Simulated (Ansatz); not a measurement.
# ZnO (zincite, P6_3mc): lattice thermal conductivity, part 2 of 3

Aim: the lattice thermal conductivity of ZnO (zincite) against temperature, and which phonons carry it.

Measurements to reproduce:
- thermal conductivity 60 W/m/K near room temperature (given in “Combining the AFLOW GIBBS and Elastic Libraries to efficiently and robustly screen thermo-mechanical properties of solids”, 2017, arXiv:1611.05714)

Ansatz 0.2.0; DFT r2SCAN, scalar-relativistic, plane waves, PAW; PAW set soft_1.

So far. Step 2 (Probe on a coarse mesh): The start is under -1.1 GPa at this level and looks like an insulator or semiconductor on this mesh. Step 4 (Tight relaxation): The residual pressure is -9.2e-4 GPa, small enough for phonons. The relaxed cell has a = 3.235, c = 5.211 Å (conventional setting).

**5. Third-order constants and the Boltzmann equation**

The supercell must be wider than twice the pair cutoff, and the number of displaced cells grows with the pairs inside it, which is where the cost lies.

The input, input.yaml:

```yaml
crystal:
  lattice:
    - [3.2352784346, 0.0, 0.0]
    - [-1.6176392173, 2.8018333127, 0.0]
    - [0.0, 0.0, 5.2112189811]
  atoms:
    - { symbol: Zn, position: [0.3333333333, 0.6666666667, 0.4996715184] }
    - { symbol: Zn, position: [0.6666666667, 0.3333333333, -0.0003284816] }
    - { symbol: O, position: [0.6666666667, 0.3333333333, 0.3793384816] }
    - { symbol: O, position: [0.3333333333, 0.6666666667, 0.8793384816] }
kpoints:
  mp_grid: { grid: [9, 9, 6] }
hamiltonian:
  xc: r2scan
  pseudopotentials: { kind: paw, azcp: { folder: soft_1 } }
scf:
  occupations: { method: fixed }
  lower_state_search: "off"
output:
  eigenvalues: true
phonons:
  method: fd
  dielectric: true
  supercell: [3, 3, 2]
  temperatures: { t_max: 1000, t_step: 50 }
  qpath:
    path:
      - [[0.0, 0.0, 0.0], [0.5, 0.0, 0.0], [0.33333333, 0.33333333, 0.0], [0.0, 0.0, 0.0], [0.0, 0.0, 0.5], [0.5, 0.0, 0.5], [0.33333333, 0.33333333, 0.5], [0.0, 0.0, 0.5]]
      - [[0.5, 0.0, 0.5], [0.5, 0.0, 0.0]]
      - [[0.33333333, 0.33333333, 0.0], [0.33333333, 0.33333333, 0.5]]
    npoints: 10
  third_order: { supercell: [3, 3, 2], pair_cutoff: 3.385 }
  lattice_thermal_conductivity:
    qmesh: [17, 17, 9]
    temperatures: [100.0, 150.0, 200.0, 300.0, 400.0, 500.0, 600.0, 800.0]
    isotope_mass_variance:
      - { species: O, variance: 3.359e-05 }
      - { species: Zn, variance: 0.0005982 }
```

Command:

```
$ ansatz run input.yaml --threads 18 --pin off --max-ram 92160MiB --backend cuda --events-out ev --progress --plain --runs-dir out --max-vram 78GiB
```

Numbers of over 12 decimals in the logs are rounded to 6 here.

Output:

```text
Warning: phonons: the dynamical matrix that this run interpolates holds no multipole term above the dipole-dipole one, and a site of this crystal is no centre of inversion, so its interpolated transverse optical and acoustic branches and sound speeds can stay off near Gamma, and the density of states and the thermodynamics with them. What a run solves at a wave vector of phonons.qpoints, Gamma apart, where the deck admits one, is free of this, and under fd what a larger phonons.supercell samples
Warning: phonons.dielectric: true without phonons.rigid_motions: the static dielectric tensor ε⁰ will be withheld (ε∞, Z* and the rows of modes are given); for a crystal or a slab, whose only rigid motions are the translations, set phonons.rigid_motions: translations
[...]
Crystal: 72 atoms, lattice volume = 850.287 Å³
Basis set: ecut = 500 eV, 21585 PW (Γ), exchange–correlation on 360×360×400 points (125 copies of the dense FFT grid, shifted against one another)
Bands: 396, of which v1, the nominal top of the filled ones, is band 324 counted from 1 (323 counted from 0)
Symmetry: 216 space group operations
k-points: 6 of 27 (time reversal used)
[...]
SCF iter   1: F=-140217.566066 eV  HF=-140217.566066 eV  |F-HF|=1.75e-10  |Δ(HF+E_count)|=         —  Δρ=1.87e-8  dr2=2.27e-12  dr2_τ=6.20e-14  ethr=1.00e-12  ⟨swp⟩=3.0  Hψ=5862  notcnv=0
[...]
SCF iter   2: F=-140217.566066 eV  HF=-140217.566066 eV  |F-HF|=8.73e-11  |Δ(HF+E_count)|=  5.82e-11  Δρ=1.13e-8  dr2=8.30e-13  dr2_τ=3.06e-14  ethr=1.00e-12  ⟨swp⟩=3.0  Hψ=5845  notcnv=0
SCF 1 converged in 2 iterations: F = -140217.566066 eV  dr2 = 8.30e-13
[...]
SCF iter   2: F=-140217.566066 eV  HF=-140217.566066 eV  |F-HF|=2.04e-10  |Δ(HF+E_count)|=  8.73e-11  Δρ=6.36e-9  dr2=3.53e-13  dr2_τ=1.07e-14  ethr=1.00e-12  ⟨swp⟩=3.0  Hψ=6156  notcnv=0
SCF 2 converged in 2 iterations: F = -140217.566066 eV  dr2 = 3.53e-13
[...]
Crystal: 4 atoms, lattice volume = 47.238 Å³
Basis set: ecut = 500 eV, 1165 PW (Γ), exchange–correlation on 96×96×160 points (64 copies of the dense FFT grid, shifted against one another)
Bands: 22, of which v1, the nominal top of the filled ones, is band 18 counted from 1 (17 counted from 0)
Symmetry: 12 space group operations
k-points: 140 of 486 (irreducible under 2 space group operations, time reversal used)
[...]
SCF 3 converged in 3 iterations: F = -7789.864778 eV  dr2 = 1.48e-11
[...]
ε∞ (high-frequency dielectric tensor):
        4.336311    -0.000000     0.000000
       -0.000000     4.336311    -0.000000
        0.000000    -0.000000     4.398728
  ε⁰ (static dielectric tensor): not given — the deck does not say what the cell's rigid motions are, and on a molecule in a box or a wire the rigid rotations would enter the sum over the modes at Γ. For a crystal or a slab, whose only rigid motions are the translations, set phonons.rigid_motions: translations.
  Born effective charges Z* (e; rows j = field, columns β = displacement):
    site 0:
         2.08757   -0.00000    0.00000
        -0.00000    2.08757   -0.00000
         0.00000   -0.00000    2.13726
    site 1:
         2.08757   -0.00000    0.00000
        -0.00000    2.08757    0.00000
         0.00000    0.00000    2.13726
    site 2:
        -2.08757    0.00000   -0.00000
         0.00000   -2.08757    0.00000
        -0.00000    0.00000   -2.13726
    site 3:
        -2.08757    0.00000   -0.00000
         0.00000   -2.08757    0.00000
        -0.00000    0.00000   -2.13726
  Z* charge neutrality: 9.754e-4 e pre-enforcement
  solved inside a basis spanned on the 9×9×6 k-mesh, on 14×14×8 k-points, its susceptibility summed on 18×18×10: ε∞ is read to err by 1.7e-2, Z* by 1.5e-2 e; Z* is corrected for what the basis lacks
  optical modes at Γ without the LO–TO term, one row a degenerate level:
      ω (cm⁻¹)  modes    IR ((D/Å)²/amu)
         91.81      2             0.0000
        258.07      1             0.0000
        372.29      1            16.3977
        394.70      2            31.2881
        426.96      2             0.0000
        542.57      1             0.0000
  optical modes at Γ + LO–TO along q̂ = [1.0000, 0.0000, 0.0000]:
      ω (cm⁻¹)  modes    IR ((D/Å)²/amu)
         91.81      2             0.0000
        258.07      1             0.0000
        372.29      1            16.3977
        394.70      1            15.6441
        426.96      2             0.0000
        542.57      1             0.0000
        564.52      1            15.6441
  optical modes at Γ + LO–TO along q̂ = [0.0000, 1.0000, 0.0000]:
      ω (cm⁻¹)  modes    IR ((D/Å)²/amu)
         91.81      2             0.0000
        258.07      1             0.0000
        372.29      1            16.3977
        394.70      1            15.6441
        426.96      2             0.0000
        542.57      1             0.0000
        564.52      1            15.6441
  optical modes at Γ + LO–TO along q̂ = [0.0000, 0.0000, 1.0000]:
      ω (cm⁻¹)  modes    IR ((D/Å)²/amu)
         91.81      2             0.0000
        258.07      1             0.0000
        394.70      2            31.2881
        426.96      2             0.0000
        542.57      1             0.0000
        554.00      1            16.3977
  density of states and harmonic sums: on the 24×24×12 q-mesh, interpolated from the force constants of a 3×3×2 supercell (with the dipole–dipole term)
  largest difference from the sums on the solved wave vectors: F 3.54e-2 eV, S 4.98e-5 and C_V 1.42e-5 eV/K
  zero-point energy: 0.235386 eV/cell   skipped modes (ω ≤ 0): 3   left out of the sums: 3.62e-5 of the cell's modes: C_V's classical limit lies that fraction below 3 k_B per atom; for a crystal, a wire or a layer, F and S can be off by more, and a phonons.interpolated_qmesh denser along its periods is the remedy for the sampling
--- Third-order force constants: 244 member SCFs in a 3×3×2 supercell (pair cutoff 3.385 Å, amplitude 0.03 Å, SCF threshold 1.00e-9 eV, Σ member SCF iterations 2216) ---
  symmetry images taken by strict's conditions (phonons.symmetry_images: auto; settled by no image being taken that strict refuses)
  sum-rule residual: 5.675e-1 → 4.962e-14 eV/Å³; symmetrization residual: 7.037e-2 eV/Å³; largest sum-rule correction relative to its orbit: 2.686e-1, on the orbit of the block of home site 0 with site 3 of cell (0, 0, -1) and site 3 of cell (0, 0, -1), whose norm before the correction was 8.991e-1 eV/Å³
--- Lattice thermal conductivity: 17×17×9 mesh (165 irreducible points), tetrahedron method ---
  three-phonon and isotope scattering only; four-phonon, boundary and, in a metal, phonon-electron scattering are left out
  each conductivity is what the modes' populations carry and what the coherences between them add
  conductivity (a third of the tensor's trace), W/(m K), in the relaxation-time approximation and from the full solution:
       T (K)   relaxation time   full solution  iterations             ending  least Ritz value
      100.00          136.5219        147.7357           6          converged          7.784e-1
      150.00           90.6254         97.8111           6          converged          7.333e-1
      200.00           65.8365         70.8873           7          converged          7.049e-1
      300.00           42.1121         45.2412           7          converged          6.906e-1
      400.00           31.0863         33.3747           7          converged          6.847e-1
      500.00           24.7417         26.5591           7          converged          6.813e-1
      600.00           20.6055         22.1191           7          converged          6.792e-1
      800.00           15.5154         16.6559           7          converged          6.766e-1
```

Run time: 15 min. Hardware: 1 × NVIDIA GB200 with 18 threads of Arm Neoverse V2, shared host; peak memory 4.6 GiB.

This step gave:

- lowest frequency on the path: 0 cm⁻¹
- zero-point energy: 0.2354 eV/cell
- point group: 6mm
- highest frequency: 564.5 cm⁻¹
- Debye temperature from the second moment: 670 K
- κ at 300 K (relaxation time): 42.11 W/m/K
- κ at 300 K (full solution): 45.24 W/m/K
- dipole term: run
- mean free path at half of κ: 82.2 nm
- share of κ above the three lowest branches: 0.257
- third-order blocks: 616
- periodic aliases dropped: 24
- largest relative sum-rule correction: 0.2686
- displaced cells, third order: 244

LO-TO term included. Phonon branches along the path, in cm⁻¹:

| point | branch 1 | branch 2 | branch 3 | branch 4 | branch 9 | branch 10 | branch 11 | branch 12 |
| --- | --- | --- | --- | --- | --- | --- | --- | --- |
| Γ | 0 | 0 | 0 | 92 | 427 | 427 | 543 | 564 |
| halfway | 63 | 76 | 109 | 160 | 451 | 487 | 523 | 559 |
| M | 88 | 124 | 144 | 166 | 477 | 489 | 545 | 548 |
| halfway | 116 | 129 | 154 | 168 | 481 | 493 | 534 | 540 |
| K | 141 | 144 | 144 | 182 | 478 | 518 | 518 | 523 |
| halfway | 85 | 86 | 130 | 165 | 460 | 494 | 518 | 555 |
| Γ | 0 | 0 | 0 | 92 | 427 | 427 | 543 | 564 |
| halfway | 39 | 39 | 86 | 86 | 422 | 422 | 546 | 554 |
| A | 69 | 69 | 69 | 69 | 411 | 411 | 551 | 551 |
| halfway | 95 | 95 | 115 | 115 | 443 | 443 | 545 | 545 |
| L | 114 | 114 | 119 | 119 | 455 | 455 | 553 | 553 |
| halfway | 103 | 103 | 146 | 146 | 479 | 479 | 545 | 545 |
| H | 97 | 97 | 165 | 165 | 502 | 502 | 531 | 531 |
| halfway | 110 | 110 | 114 | 114 | 450 | 450 | 544 | 544 |
| A | 69 | 69 | 69 | 69 | 411 | 411 | 551 | 551 |
| jump to L | 114 | 114 | 119 | 119 | 455 | 455 | 553 | 553 |
| halfway | 98 | 114 | 137 | 144 | 471 | 473 | 548 | 553 |
| M | 88 | 124 | 144 | 166 | 477 | 489 | 545 | 548 |
| jump to K | 141 | 144 | 144 | 182 | 478 | 518 | 518 | 523 |
| halfway | 120 | 120 | 149 | 177 | 485 | 517 | 526 | 526 |
| H | 97 | 97 | 165 | 165 | 502 | 502 | 531 | 531 |

W/m/K. Kappa, by row:

| T (K) | RTA xx | RTA yy | RTA zz | full xx | full yy | full zz | coherence part xx | coherence part yy | coherence part zz | ending | iterations | least Ritz value |
| --- | --- | --- | --- | --- | --- | --- | --- | --- | --- | --- | --- | --- |
| 100 | 129.7 | 129.7 | 150.3 | 140.7 | 140.7 | 161.8 | 0.0137 | 0.0137 | 0.009842 | converged | 6 | 0.778 |
| 150 | 87 | 87 | 97.87 | 93.99 | 93.99 | 105.4 | 0.0311 | 0.0311 | 0.02454 | converged | 6 | 0.733 |
| 200 | 63.6 | 63.6 | 70.31 | 68.54 | 68.54 | 75.58 | 0.05064 | 0.05064 | 0.04286 | converged | 7 | 0.705 |
| 300 | 40.9 | 40.9 | 44.53 | 44 | 44 | 47.72 | 0.0851 | 0.0851 | 0.07775 | converged | 7 | 0.691 |
| 400 | 30.26 | 30.26 | 32.75 | 32.54 | 32.54 | 35.05 | 0.1122 | 0.1122 | 0.1063 | converged | 7 | 0.685 |
| 500 | 24.11 | 24.11 | 26.01 | 25.93 | 25.93 | 27.83 | 0.1345 | 0.1345 | 0.1299 | converged | 7 | 0.681 |
| 600 | 20.09 | 20.09 | 21.64 | 21.61 | 21.61 | 23.14 | 0.1537 | 0.1537 | 0.1501 | converged | 7 | 0.679 |
| 800 | 15.14 | 15.14 | 16.27 | 16.28 | 16.28 | 17.4 | 0.1864 | 0.1864 | 0.1839 | converged | 7 | 0.677 |

Lattice thermal conductivity against temperature:

| temperature (K) | RTA xx (W/m/K) | RTA zz (W/m/K) | full xx (W/m/K) | full zz (W/m/K) |
| --- | --- | --- | --- | --- |
| 100 | 130 | 150 | 141 | 162 |
| 150 | 87 | 97.9 | 94.0 | 105 |
| 200 | 63.6 | 70.3 | 68.5 | 75.6 |
| 300 | 40.9 | 44.5 | 44 | 47.7 |
| 400 | 30.3 | 32.8 | 32.5 | 35.0 |
| 500 | 24.1 | 26.0 | 25.9 | 27.8 |
| 600 | 20.1 | 21.6 | 21.6 | 23.1 |
| 800 | 15.1 | 16.3 | 16.3 | 17.4 |

The modes has structure finer than the step of the table below, so its rows give means over 25 cm⁻¹, whole bins alone (the curve runs from -10 to 591 cm⁻¹). Peaks (cm⁻¹: height): O 436.2: 0.0609, 545.8: 0.0695; Zn 103.4: 0.0505, 247.1: 0.0471, 436.2: 0.00882.

Phonopy on the run's constants, 21x21x11 mesh, Gaussian sigma 4.3 cm⁻¹. Modes against wavenumber; means over each step; values in 1/cm⁻¹/cell:

| wavenumber (cm⁻¹) | O | Zn |
| --- | --- | --- |
| 25 | 3.2e-4 | 0.00135 |
| 50 | 0.00110 | 0.00514 |
| 75 | 0.00285 | 0.0157 |
| 100 | 0.00636 | 0.0436 |
| 125 | 0.00477 | 0.0403 |
| 150 | 0.00288 | 0.0305 |
| 175 | 0.00125 | 0.0137 |
| 200 | 7.9e-4 | 0.00662 |
| 225 | 0.00116 | 0.0192 |
| 250 | 7.6e-4 | 0.0389 |
| 275 | 2.8e-5 | 0.00267 |
| 300 | 0 | 0 |
| 325 | 0 | 0 |
| 350 | 8.0e-7 | 0 |
| 375 | 9.6e-4 | 2.1e-4 |
| 400 | 0.00986 | 0.00199 |
| 425 | 0.0401 | 0.00639 |
| 450 | 0.0441 | 0.00566 |
| 475 | 0.0337 | 0.00310 |
| 500 | 0.0129 | 8.4e-4 |
| 525 | 0.0246 | 6.4e-4 |
| 550 | 0.0502 | 0.00324 |
| 575 | 0.00125 | 2.0e-4 |

Distinct triplets, nearest first. Third order norms, by row:

| sites | side 1 (Å) | side 2 (Å) | side 3 (Å) | norm of the 27 components (eV/Å³) |
| --- | --- | --- | --- | --- |
| Zn-Zn-Zn | 0 | 0 | 0 | 102.9 |
| O-O-O | 0 | 0 | 0 | 106.8 |
| Zn-O-O | 0 | 1.97 | 1.97 | 45.54 |
| Zn-O-Zn | 0 | 1.97 | 1.97 | 45.2 |
| Zn-Zn-O | 0 | 1.98 | 1.98 | 43.34 |
| Zn-O-O | 0 | 1.98 | 1.98 | 43.69 |
| Zn-Zn-O | 1.97 | 1.98 | 3.21 | 0.836 |
| Zn-O-O | 1.97 | 1.98 | 3.21 | 1.186 |
| Zn-Zn-Zn | 0 | 3.21 | 3.21 | 1.919 |
| Zn-Zn-Zn | 0 | 3.21 | 3.21 | 2.048 |
| O-O-O | 0 | 3.21 | 3.21 | 2.321 |
| O-O-O | 0 | 3.21 | 3.21 | 2.289 |
| Zn-Zn-O | 1.97 | 3.21 | 3.23 | 0.386 |
| Zn-O-O | 1.97 | 3.21 | 3.23 | 0.231 |
| Zn-O-O | 0 | 3.23 | 3.23 | 0.776 |
| Zn-O-Zn | 0 | 3.23 | 3.23 | 0.547 |
| Zn-Zn-O | 1.97 | 1.97 | 3.24 | 0.851 |
| Zn-O-O | 1.97 | 1.97 | 3.24 | 1.272 |
| Zn-Zn-Zn | 3.21 | 3.21 | 3.24 | 0.101 |
| Zn-Zn-Zn | 3.21 | 3.21 | 3.24 | 0.108 |
| O-O-O | 3.21 | 3.21 | 3.24 | 0.104 |
| O-O-O | 3.21 | 3.21 | 3.24 | 0.365 |
| Zn-Zn-Zn | 0 | 3.24 | 3.24 | 1.73 |
| Zn-Zn-Zn | 3.24 | 3.24 | 3.24 | 0.103 |
| Zn-Zn-Zn | 3.24 | 3.24 | 3.24 | 0.134 |
| O-O-O | 0 | 3.24 | 3.24 | 2.109 |
| O-O-O | 3.24 | 3.24 | 3.24 | 0.059 |
| O-O-O | 3.24 | 3.24 | 3.24 | 0.317 |

Born charge (rows field, columns displacement) (e), principal values of the symmetric part by kind of site:

| atom | atoms with these values | low | middle | high | mean |
| --- | --- | --- | --- | --- | --- |
| Zn1 | 2 | 2.09 | 2.09 | 2.14 | 2.10 |
| O3 | 2 | -2.14 | -2.09 | -2.09 | -2.10 |

In full for O3:

```
-2.09  0.00  0.00
 0.00 -2.09  0.00
 0.00  0.00 -2.14
```

RTA, 300 K. Kappa by branch, by row:

| branch (by rank) | mean frequency (THz) | mean rms speed (km/s) | median lifetime (ps) | share of kappa |
| --- | --- | --- | --- | --- |
| 1 | 2.7 | 1.69 | 17.4 | 0.228 |
| 2 | 3.03 | 1.95 | 13.6 | 0.261 |
| 3 | 3.76 | 1.77 | 9.47 | 0.254 |
| 4 | 4.37 | 1.97 | 5.79 | 0.105 |
| 5 | 6.33 | 2.55 | 3.73 | 0.107 |
| 6 | 7.32 | 1.2 | 1.51 | 0.014 |
| 7 | 12.72 | 1.23 | 1.25 | 0.003 |
| 8 | 13.07 | 1.36 | 1.54 | 0.005 |
| 9 | 13.78 | 1.4 | 2.62 | 0.009 |
| 10 | 14.24 | 1.77 | 2.42 | 0.013 |
| 11 | 16.06 | 0.91 | 1.12 | 0.002 |
| 12 | 16.46 | 0.63 | 0.763 | 0.001 |

Table of spectral kappa at 300 K by frequency; read off at these points; values in W/m/K/THz:

| frequency (THz) | relaxation time (W/m/K/THz) | full solution (W/m/K/THz) |
| --- | --- | --- |
| 0.25 | 0.489 | 0.492 |
| 0.75 | 4.26 | 4.39 |
| 1.25 | 14.2 | 14.8 |
| 1.75 | 11.5 | 12.2 |
| 2.25 | 13.0 | 14.1 |
| 2.75 | 9.43 | 10.3 |
| 3.25 | 9.22 | 10.2 |
| 3.75 | 6.32 | 7.00 |
| 4.25 | 4.04 | 4.36 |
| 4.75 | 2.83 | 2.96 |
| 5.25 | 1.91 | 2.00 |
| 5.75 | 1.35 | 1.43 |
| 6.75 | 1.05 | 1.22 |
| 7.25 | 0.541 | 0.643 |
| 7.75 | 0.113 | 0.142 |
| 8.25 | 0 | 0 |
| 8.75 | 0 | 0 |
| 9.25 | 0 | 0 |
| 9.75 | 0 | 0 |
| 10.25 | 0 | 0 |
| 11.25 | 4.3e-4 | 1.7e-5 |
| 11.75 | 0.0121 | 0.00206 |
| 12.25 | 0.0485 | 0.0472 |
| 12.75 | 0.193 | 0.201 |
| 13.25 | 0.486 | 0.518 |
| 13.75 | 0.622 | 0.708 |
| 14.25 | 0.723 | 0.796 |
| 15.25 | 0.0471 | 0.0500 |
| 15.75 | 0.0825 | 0.0639 |
| 16.25 | 0.0818 | 0.0673 |
| 16.75 | 0.00819 | 0.00224 |

Relaxation-time solution. The share of κ carried by shorter paths by mean free path:

| mean free path (nm) | 100 K | 300 K | 800 K |
| --- | --- | --- | --- |
| 0.316 | 0 | 0 | 0.002 |
| 0.464 | 0 | 0 | 0.004 |
| 1 | 0 | 0.002 | 0.015 |
| 1.47 | 0 | 0.004 | 0.026 |
| 2.15 | 0 | 0.008 | 0.048 |
| 4.64 | 0.001 | 0.025 | 0.097 |
| 6.81 | 0.001 | 0.043 | 0.173 |
| 10 | 0.003 | 0.057 | 0.279 |
| 21.5 | 0.008 | 0.193 | 0.456 |
| 31.6 | 0.015 | 0.287 | 0.574 |
| 46.4 | 0.045 | 0.378 | 0.675 |
| 100 | 0.19 | 0.555 | 0.821 |
| 147 | 0.256 | 0.662 | 0.842 |
| 215 | 0.308 | 0.745 | 0.87 |
| 464 | 0.474 | 0.836 | 0.915 |
| 681 | 0.596 | 0.858 | 0.915 |
| 1000 | 0.706 | 0.909 | 1 |
| 2150 | 0.809 | 0.95 | 1 |
| 3160 | 0.879 | 1 | 1 |
| 4640 | 0.888 | 1 | 1 |
| 10000 | 0.966 | 1 | 1 |
| 14700 | 1 | 1 | 1 |

[end of part 2 of 3]

[Logs are printed without paths, hosts, clocks, repeated set-up lines and the standing remarks that a program may print on its own settings, such as how far it seeks lower states.]

[Hosts, paths, dates, database ids (printed as entryN), source tags and the programs' standing remarks are cut or masked in the printed files.]

[A step with changed settings may run another functional than the one named; its input shows which.]
